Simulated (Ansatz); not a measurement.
# Is WC (Qusongite, P-6m2) stable when the ions move?

Wanted: self-consistent phonon frequencies, thermal pressure and a stability verdict for WC (Qusongite).

Main program and level: Ansatz 0.2.0; DFT PBEsol, scalar-relativistic, plane waves, PAW; PAW set soft_1.

## (1) The starting structure

It takes space group P-6m2 (No. 187, hexagonal). Conventional cell: a = 2.907 Å, b = 2.907 Å, c = 2.837 Å, α = 90.00°, β = 90.00°, γ = 120.00°. W has 6 C at 2.20 Å nearest. C has 6 W at 2.20 Å nearest. Farther neighbours are not listed.

## (2) A first coarse run

Before spending time, one coarse run tells the gap and the pressure of the starting cell.

input.yaml

```yaml
crystal:
  lattice:
    - [2.9065, 0.0, 0.0]
    - [-1.45325, 2.5171028361, 0.0]
    - [0.0, 0.0, 2.8366]
  atoms:
    - { symbol: W, position: [0.0, 0.0, 0.0] }
    - { symbol: C, position: [0.6666666667, 0.3333333333, 0.5] }
kpoints:
  mp_grid: { grid: [9, 9, 6] }
hamiltonian:
  xc: pbesol
  pseudopotentials: { kind: paw, azcp: { folder: soft_1 }, xc_functional: pbe }
scf:
  occupations: { method: gaussian, width: 0.1 }
  lower_state_search: "off"
output:
  forces: true
  stress: true
  eigenvalues: true
```

Command:

```console
$ ansatz run input.yaml --threads 8 --pin off --max-ram 16384MiB --backend cpu --events-out ev --progress --plain --runs-dir out
```

Numbers of over 12 decimals in the logs are rounded to 6 here.

The program printed:

```text
Engine: ansatz 0.2.0, aarch64-unknown-linux-gnu
Pseudopotentials: kind: paw
Pseudopotential: W, paw, valence charge 14, recommended cutoff 420 eV (normal), soft_1/W.paw.azcp
Pseudopotential: C, paw, valence charge 4, recommended cutoff 420 eV (normal), soft_1/C.paw.azcp
Functional definition: PBEsol
  exchange = pbesol_x
  correlation = pbesol_c
Crystal: 2 atoms, lattice volume = 20.752 Å³
Basis set: ecut = 420 eV, 405 PW (Γ), exchange–correlation on 40×40×40 points (8 copies of the dense FFT grid, shifted against one another)
Bands: 13, of which v1, the nominal top of the filled ones, is band 9 counted from 1 (8 counted from 0)
Symmetry: 12 space group operations
Space group: P-6m2 (ITA 187), of the structure as read, at distance tolerance 2.7e-5 Å
k-points: 48 of 486 (time reversal used)
Non-local potential: W, projectors of the file, l = 0: 3, l = 1: 2, l = 2: 2, l = 3: 1
Non-local potential: C, projectors of the file, l = 0: 2, l = 1: 2, l = 2: 1
PAW form: soft (Blöchl's): semilocal exchange-correlation on the pseudo side does not see the compensation charge
PAW frozen core: W, regenerated for the run's functional, and the local potential with it (the file was generated under x = pbe(κ = 0.804, μ = 0.219515), c = pbe(β = 0.066725))
PAW frozen core: C, regenerated for the run's functional, and the local potential with it (the file was generated under x = pbe(κ = 0.804, μ = 0.219515), c = pbe(β = 0.066725))
PAW one-centre angular grid: W, 590 points (default); XC on 64 Gauss nodes
PAW one-centre angular grid: C, 110 points (default); XC on 64 Gauss nodes
Initial density: superposition of atomic densities (chi_scale 0.1, normalization cell, long waves kept (reshape's long-wave potential 0.00 eV rms))
Initial wavefunctions: pseudopotential atomic-orbital guess
Functional: x = pbesol(κ = 0.804, μ = 0.123457), c = pbesol(β = 0.046)
SCF iter   1: F=—  HF=-10505.933665 eV  |F-HF|=—  |Δ(HF+E_count)|=         —  Δρ=1.29e-1  dr2=4.70e0  ethr=3.10e-3  ⟨swp⟩=5.0  Hψ=2970  notcnv=0
preconditioner: auto → none  [metal: Δε(μ)=0.070 eV  Ē_g=10.786 eV  σ=0.100 eV  W_gap=0.34  n_scr=8 (ndim 8)  ℏωp=25.8 eV  f_vac=0.000  D(μ)=0.18/eV (n_scr^D=0)  sad-step TF]
SCF iter   2: F=—  HF=-10505.352767 eV  |F-HF|=—  |Δ(HF+E_count)|=   5.81e-1  Δρ=9.16e-2  dr2=2.42e0  ethr=3.10e-3  ⟨swp⟩=2.0  Hψ=1195  notcnv=0  defer=1
SCF iter   3: F=—  HF=-10504.738911 eV  |F-HF|=—  |Δ(HF+E_count)|=   6.14e-1  Δρ=7.81e-3  dr2=1.28e-2  ethr=3.10e-3  ⟨swp⟩=2.2  Hψ=1067  notcnv=0  defer=1
SCF iter   4: F=—  HF=-10504.738223 eV  |F-HF|=—  |Δ(HF+E_count)|=   6.88e-4  Δρ=1.08e-3  dr2=1.37e-4  ethr=7.14e-5  ⟨swp⟩=1.1  Hψ=1008  notcnv=0  defer=1
SCF iter   5: F=—  HF=-10504.738272 eV  |F-HF|=—  |Δ(HF+E_count)|=   4.94e-5  Δρ=2.26e-4  dr2=7.11e-6  ethr=7.61e-7  ⟨swp⟩=2.4  Hψ=974  notcnv=0  defer=1
SCF iter   6: F=—  HF=-10504.738274 eV  |F-HF|=—  |Δ(HF+E_count)|=   1.89e-6  Δρ=3.17e-5  dr2=1.37e-7  ethr=3.95e-8  ⟨swp⟩=2.7  Hψ=950  notcnv=0  defer=1
SCF iter   7: F=-10504.738274 eV  HF=-10504.738274 eV  |F-HF|=5.46e-10  |Δ(HF+E_count)|=   3.74e-8  Δρ=4.93e-6  dr2=2.12e-9  ethr=5.56e-10  ⟨swp⟩=5.2  Hψ=2602  notcnv=0
SCF 1 converged in 7 iterations: F = -10504.738274 eV  dr2 = 2.12e-9
  greatest PAW one-centre occupation: 0.999 electrons in one spin orbital (limit 2), on the W atom at site 0 (counted from 0), in its partial waves of l = 0
SCF converged after 7 iterations
Free energy (F): -10504.738274 eV
Harris-Foulkes:  -10504.738274 eV  (|F-HF|=5.46e-10)
Internal energy: -10504.734550 eV  (E = F + TS)
E sigma→0 (E₀):  -10504.736412 eV
Entropy (-TS):   -0.003725 eV (-1.862 meV/atom)
Fermi energy:    20.322791 eV
--- Per-component energies (eV) ---
  E_band       = -63.181213
  E_kinetic    = 509.008962
  E_local      = -603.883187  (includes V_loc(G=0)·N_el)
  E_nonlocal   = -0.149966
  E_hartree    = 246.939863
  E_xc         = -313.755362
  E_vxc        = -290.427806  (∫ρ·V_xc dr)
  E_paw        = -8546.878342  (= ΣΔE_a)
  E_vpaw       = -171.609439  (= ΣTr[D̂ρ^β])
  E_aug_tail   = 0.000166  (compensation charges beyond the density's cutoff)
  E_ewald      = -1796.259643
  E_core_change = 0.242958  (= ΣΔE_core)
  E_smearing   = -0.003725  (= −TS)
  E_closure    = -0.000000  (closes the sum)
  Σ components = -10504.738274   (vs F -10504.738274, Δ=0.00e0)
--- Forces (eV/Å), atoms counted from 1 ---
  atom   1  W     -0.00000000     0.00000000     0.00000000
  atom   2  C      0.00000000    -0.00000000     0.00000000
  max |Σ_I F_I| component: 2.50e-16 eV/Å
--- Stress (GPa, compression-positive) ---
       -2.424541       0.000000      -0.000000
        0.000000      -2.424541      -0.000000
       -0.000000      -0.000000      -4.776175
  P = ⅓ Tr σ = -3.2084 GPa (-32.084 kbar)
--- Band table (eV; the first three rows and the last of 48) ---
  k-point 0: bands = [... 5 lower, 15.9625, 16.9584, 16.9584, 20.3991, 23.5187, 23.5187, 25.9321, 25.9321]
  k-point 1: bands = [... 5 lower, 15.4946, 17.2571, 17.2571, 20.5495, 21.8985, 21.8985, 26.5316, 26.5316]
  k-point 2: bands = [... 5 lower, 13.5428, 17.9414, 17.9414, 20.1916, 20.1916, 22.3698, 25.6437, 25.6437]
  k-point 47: bands = [... 5 lower, 13.0512, 14.8973, 18.6969, 19.6521, 24.7051, 26.7071, 27.9206, 29.3732]
```

Run time: 0.88 s. Hardware: 8 threads of Arm Neoverse V2, shared host; peak memory 0.28 GiB; 2 s of CPU time.

Numbers from this step:

| Item | Value |
| --- | --- |
| pressure | -3.208 GPa |
| volume per atom | 10.38 Å³/atom |
| gap on the k-mesh | 0 eV |

The start is under -3.2 GPa at this level and looks like a metal on this mesh.

## (3) Finding the static equilibrium

Phonons are second derivatives about a minimum, so cell and atoms are relaxed first, inside the symmetry of the start.

input.yaml: that of step 2 with these lines changed.

```diff
@@ -9,3 +9,3 @@
 kpoints:
-  mp_grid: { grid: [9, 9, 6] }
+  mp_grid: { grid: [18, 18, 14] }
 hamiltonian:
@@ -20 +20,10 @@
   eigenvalues: true
+  write_density: true
+  write_potential: true
+  elf: true
+  volumetric_format: npy
+relax:
+  adjacent_minimum: "off"
+  f_tol: 0.005
+  max_steps: 80
+  cell: { stress_tol: 0.05 }
```

The program printed:

```text
[...]
Crystal: 2 atoms, lattice volume = 20.752 Å³
Basis set: ecut = 420 eV, 405 PW (Γ), exchange–correlation on 40×40×40 points (8 copies of the dense FFT grid, shifted against one another)
Bands: 13, of which v1, the nominal top of the filled ones, is band 9 counted from 1 (8 counted from 0)
Symmetry: 12 space group operations
[...]
k-points: 296 of 4536 (time reversal used)
[...]
SCF iter   1: F=—  HF=-10505.933423 eV  |F-HF|=—  |Δ(HF+E_count)|=         —  Δρ=1.29e-1  dr2=4.67e0  ethr=3.10e-3  ⟨swp⟩=5.0  Hψ=18446  notcnv=0
[...]
SCF iter   6: F=-10504.745844 eV  HF=-10504.745844 eV  |F-HF|=4.96e-8  |Δ(HF+E_count)|=   2.15e-7  Δρ=2.46e-5  dr2=8.95e-8  ethr=5.56e-10  ⟨swp⟩=10.1  Hψ=27395  notcnv=0
SCF 1 converged in 6 iterations: F = -10504.745844 eV  dr2 = 8.95e-8
[...]
relax step   1: F+E_penalty+E_count = -10504.74584374 eV  Δ(F+E_penalty+E_count) = +0.000e0 eV  max|allowed force component| = 8.674e-17 eV/Å  Δτ_max = 0.0000 Å  P = -3.434 GPa  Ω = 20.752 Å³  (6 SCF iters, dr2 threshold 1.00e-7 eV, accepted)
Crystal: 2 atoms, lattice volume = 20.479 Å³
[...]
iter 1 solved again at ethr=9.96e-6 eV; its pass at ethr=3.10e-3 eV (dr2=1.79e-3 eV) is discarded
[...]
SCF iter   6: F=-10504.747466 eV  HF=-10504.747466 eV  |F-HF|=3.64e-12  |Δ(HF+E_count)|=  2.18e-11  Δρ=4.55e-7  dr2=9.08e-12  ethr=1.92e-12  ⟨swp⟩=4.3  Hψ=17541  notcnv=0
SCF 2 converged in 6 iterations: F = -10504.747466 eV  dr2 = 9.08e-12
relax step   2: F+E_penalty+E_count = -10504.74746580 eV  Δ(F+E_penalty+E_count) = -1.622e-3 eV  max|allowed force component| = 1.850e-16 eV/Å  Δτ_max = 0.0000 Å  P = +1.921 GPa  Ω = 20.479 Å³  energy of the carried Pulay correction = +3.798e-4 eV  (6 SCF iters, dr2 threshold 2.00e-7 eV, accepted)
Crystal: 2 atoms, lattice volume = 20.578 Å³
[...]
SCF iter   6: F=-10504.747905 eV  HF=-10504.747905 eV  |F-HF|=0.00e0  |Δ(HF+E_count)|=  1.09e-11  Δρ=1.79e-7  dr2=2.06e-12  ethr=1.00e-12  ⟨swp⟩=4.2  Hψ=16696  notcnv=0
SCF 3 converged in 6 iterations: F = -10504.747905 eV  dr2 = 2.06e-12
relax step   3: F+E_penalty+E_count = -10504.74790535 eV  Δ(F+E_penalty+E_count) = -4.395e-4 eV  max|allowed force component| = 1.492e-16 eV/Å  Δτ_max = 0.0000 Å  P = +0.054 GPa  Ω = 20.578 Å³  energy of the carried Pulay correction = +2.435e-4 eV  (6 SCF iters, dr2 threshold 2.00e-7 eV, accepted)
[...]
relax step   4: F+E_penalty+E_count = -10504.74797593 eV  Δ(F+E_penalty+E_count) = -7.058e-5 eV  max|allowed force component| = 2.776e-16 eV/Å  Δτ_max = 0.0000 Å  P = -0.064 GPa  Ω = 20.581 Å³  energy of the carried Pulay correction = +2.392e-4 eV  (6 SCF iters, dr2 threshold 2.00e-7 eV, accepted)
[...]
relax step   5: F+E_penalty+E_count = -10504.74798157 eV  Δ(F+E_penalty+E_count) = -5.642e-6 eV  max|allowed force component| = 9.252e-17 eV/Å  Δτ_max = 0.0000 Å  P = -0.000 GPa  Ω = 20.578 Å³  energy of the carried Pulay correction = +2.433e-4 eV  (7 SCF iters, accepted)
[...]
SCF iter   8: F=-10504.747748 eV  HF=-10504.747748 eV  |F-HF|=3.64e-12  |Δ(HF+E_count)|=  5.46e-12  Δρ=1.92e-10  dr2=6.36e-18  ethr=1.00e-12  ⟨swp⟩=2.0  Hψ=9958  notcnv=0
SCF 6 converged in 8 iterations: F = -10504.747748 eV  dr2 = 6.36e-18
relax step   6: F+E_penalty+E_count = -10504.74774760 eV  Δ(F+E_penalty+E_count) = +2.340e-4 eV  max|allowed force component| = 1.665e-16 eV/Å  Δτ_max = 0.0000 Å  P = -0.012 GPa  Ω = 20.578 Å³  stress off target by 1.20e-2 GPa  SCF on the basis re-selected at this cell (its energy is not comparable with the rows above)  (8 SCF iters)
basis re-selected at this cell: Δ(F+E_penalty+E_count) = +2.340e-4 eV, ΔP = -0.012 GPa vs the last step (what re-selecting the basis moved, of the pressure what is left beyond the Pulay correction that the steps carried, after the strain that the cell walked since its last selection, with what the two solves' SCF thresholds leave and, on support functions, any second-order correction that the steps lacked; it is no m [...]
SCF converged after 8 iterations
Free energy (F): -10504.747748 eV
[...]
Internal energy: -10504.746494 eV  (E = F + TS)
E sigma→0 (E₀):  -10504.747121 eV
Entropy (-TS):   -0.001253 eV (-0.627 meV/atom)
Fermi energy:    20.494002 eV
[...]
--- Stress (GPa, compression-positive) ---
       -0.011981      -0.000000       0.000000
       -0.000000      -0.011981       0.000000
        0.000000       0.000000      -0.011393
  P = ⅓ Tr σ = -0.0118 GPa (-0.118 kbar)
--- Band table (eV; the first three rows and the last of 296) ---
  k-point 0: bands = [... 5 lower, 16.1153, 17.1184, 17.1184, 20.6105, 23.7602, 23.7602, 26.1833, 26.1833]
  k-point 1: bands = [... 5 lower, 16.0590, 17.1760, 17.1760, 20.5876, 23.3108, 23.3108, 26.4550, 26.4550]
  k-point 2: bands = [... 5 lower, 15.8093, 17.3432, 17.3432, 20.6648, 22.4241, 22.4241, 26.7673, 26.7673]
  k-point 295: bands = [... 5 lower, 13.1814, 15.0620, 18.9125, 19.8371, 24.9562, 27.0020, 28.2032, 29.6785]
--- Relaxed structure (5 steps of the walk, 5 accepted, 1 SCFs on fresh bases) ---
  F+E_penalty+E_count = -10504.74774760 eV   max|allowed force component| = 1.665e-16 eV/Å   (the final SCF, on the basis selected at the relaxed cell)
  cell:  # Å, volume = 20.5778 Å³
    - [2.898613, -8.756623153686616e-19, 0]
    - [-1.449306, 2.510272, 0]
    - [0, 0, 2.828056]
  atoms:
    - { symbol: W, position: [-3.700743415524894e-17, 0, 0] }
    - { symbol: C, position: [0.666667, 0.333333, 0.5] }
```

Wall time 6.4 s (8 threads); peak memory 0.45 GiB; 45 s of CPU time.

Step by step:

```
step  energy less that of the first step (eV)  largest force component (eV/Å)  pressure (GPa)  volume (Å³)
   1                                   0.0000                          0.0000           -3.43        20.75
   2                                  -0.0016                          0.0000            1.92        20.48
   3                                  -0.0021                          0.0000            0.05        20.58
   4                                  -0.0021                          0.0000           -0.06        20.58
   5                                  -0.0021                          0.0000            0.00        20.58
  6*                                  -0.0019                          0.0000           -0.01        20.58
```

Relaxation steps marked * repeat the geometry before them on a plane-wave basis chosen anew for their cell, so energy and pressure can jump there.

Forces are held to the 12 operations that the run works with; a distortion that breaks them can't arise in this run.

```csv
"conventional cell, symmetrised",before,after,change
a (Å),2.907,2.899,-0.3 %
b (Å),2.907,2.899,-0.3 %
c (Å),2.837,2.828,-0.3 %
volume (Å³/atom),10.38,10.29,-0.8 %
```

Final coordinates:

```xyz
2
Lattice="2.8986 0.0000 0.0000 -1.4493 2.5103 0.0000 0.0000 0.0000 2.8281" Properties=species:S:1:pos:R:3 pbc="T T T"
W     0.0000    0.0000    0.0000
C     1.4493    0.8368    1.4140
```

Numbers from this step:

```
pressure        : -0.01179 GPa
volume per atom : 10.29 Å³/atom
```

ELF in the ac plane at fractional y = 0.000, with atoms of W within 0.2 Å of it. It is the smooth field of the valence electrons, not physical close to the nuclei.

Values, 15 rows by 15 columns:
```
0.18 0.36 0.63 0.70 0.52 0.26 0.23 0.33 0.33 0.23 0.26 0.52 0.70 0.63 0.36
0.57 0.63 0.70 0.63 0.40 0.21 0.25 0.35 0.35 0.25 0.21 0.40 0.63 0.70 0.63
0.73 0.71 0.64 0.46 0.25 0.20 0.31 0.42 0.42 0.31 0.20 0.25 0.46 0.64 0.71
0.59 0.55 0.42 0.26 0.20 0.28 0.43 0.51 0.51 0.43 0.28 0.20 0.26 0.42 0.55
0.31 0.28 0.22 0.20 0.28 0.43 0.55 0.59 0.59 0.55 0.43 0.28 0.20 0.22 0.28
0.22 0.22 0.24 0.31 0.43 0.56 0.62 0.64 0.64 0.62 0.56 0.43 0.31 0.24 0.22
0.30 0.31 0.34 0.42 0.53 0.61 0.64 0.65 0.65 0.65 0.61 0.52 0.42 0.34 0.31
0.30 0.31 0.34 0.42 0.53 0.61 0.64 0.65 0.65 0.65 0.61 0.52 0.42 0.34 0.31
0.22 0.22 0.24 0.31 0.43 0.56 0.62 0.64 0.64 0.62 0.56 0.43 0.31 0.24 0.22
0.31 0.28 0.22 0.20 0.28 0.43 0.55 0.59 0.59 0.55 0.43 0.28 0.20 0.22 0.28
0.59 0.55 0.42 0.26 0.20 0.28 0.43 0.51 0.51 0.43 0.28 0.20 0.26 0.42 0.55
0.73 0.71 0.64 0.46 0.25 0.20 0.31 0.42 0.42 0.31 0.20 0.25 0.46 0.64 0.71
0.57 0.63 0.70 0.63 0.40 0.21 0.25 0.35 0.35 0.25 0.21 0.40 0.63 0.70 0.63
0.18 0.36 0.63 0.70 0.52 0.26 0.23 0.33 0.33 0.23 0.26 0.52 0.70 0.63 0.36
0.01 0.19 0.57 0.72 0.56 0.29 0.23 0.32 0.32 0.23 0.29 0.56 0.72 0.58 0.19
```
Columns run along a (2.9 Å), rows up along c (2.8 Å). Atoms in or near the plane, at fractional coordinates: W at (0.00, 0.00).

Electrostatic potential energy in the ac plane at fractional y = 0.000, with atoms of W within 0.2 Å of it. With pseudopotentials it is smooth inside the atoms' cores, unlike the true potential.

Ten even steps from '_' (-26 eV) to '@' (20 eV):
```
________--**%%@@@@%%**--______
______..==##@@@@@@@@##==..____
____..--**%%@@@@@@@@%%**--..__
::::==**%%@@@@@@@@@@@@%%**==::
++**##%%@@@@@@@@@@@@@@@@%%##**
%%%%@@@@@@@@@@@@@@@@@@@@@@@@%%
@@@@@@@@@@@@@@@@@@@@@@@@@@@@@@
@@@@@@@@@@@@@@@@@@@@@@@@@@@@@@
%%%%@@@@@@@@@@@@@@@@@@@@@@@@%%
++**##%%@@@@@@@@@@@@@@@@%%##**
::::==**%%@@@@@@@@@@@@%%**==::
____..--**%%@@@@@@@@%%**--..__
______..==##@@@@@@@@##==..____
________--**%%@@@@%%**--______
________::**%%@@@@%%**::______
```
Columns run along a (2.9 Å; values clipped at the 3rd and 97th percentile), rows up along c (2.8 Å). Atoms in or near the plane, at fractional coordinates: W at (0.00, 0.00).

(Continued in part 2 of 2.)

[Logs are printed without paths, hosts, clocks, repeated set-up lines and the standing remarks that a program may print on its own settings, such as how far it seeks lower states.]

[Hosts, paths, dates, database ids (printed as entryN), source tags and the programs' standing remarks are cut or masked in the printed files.]

[A step with changed settings may run another functional than the one named; its input shows which.]
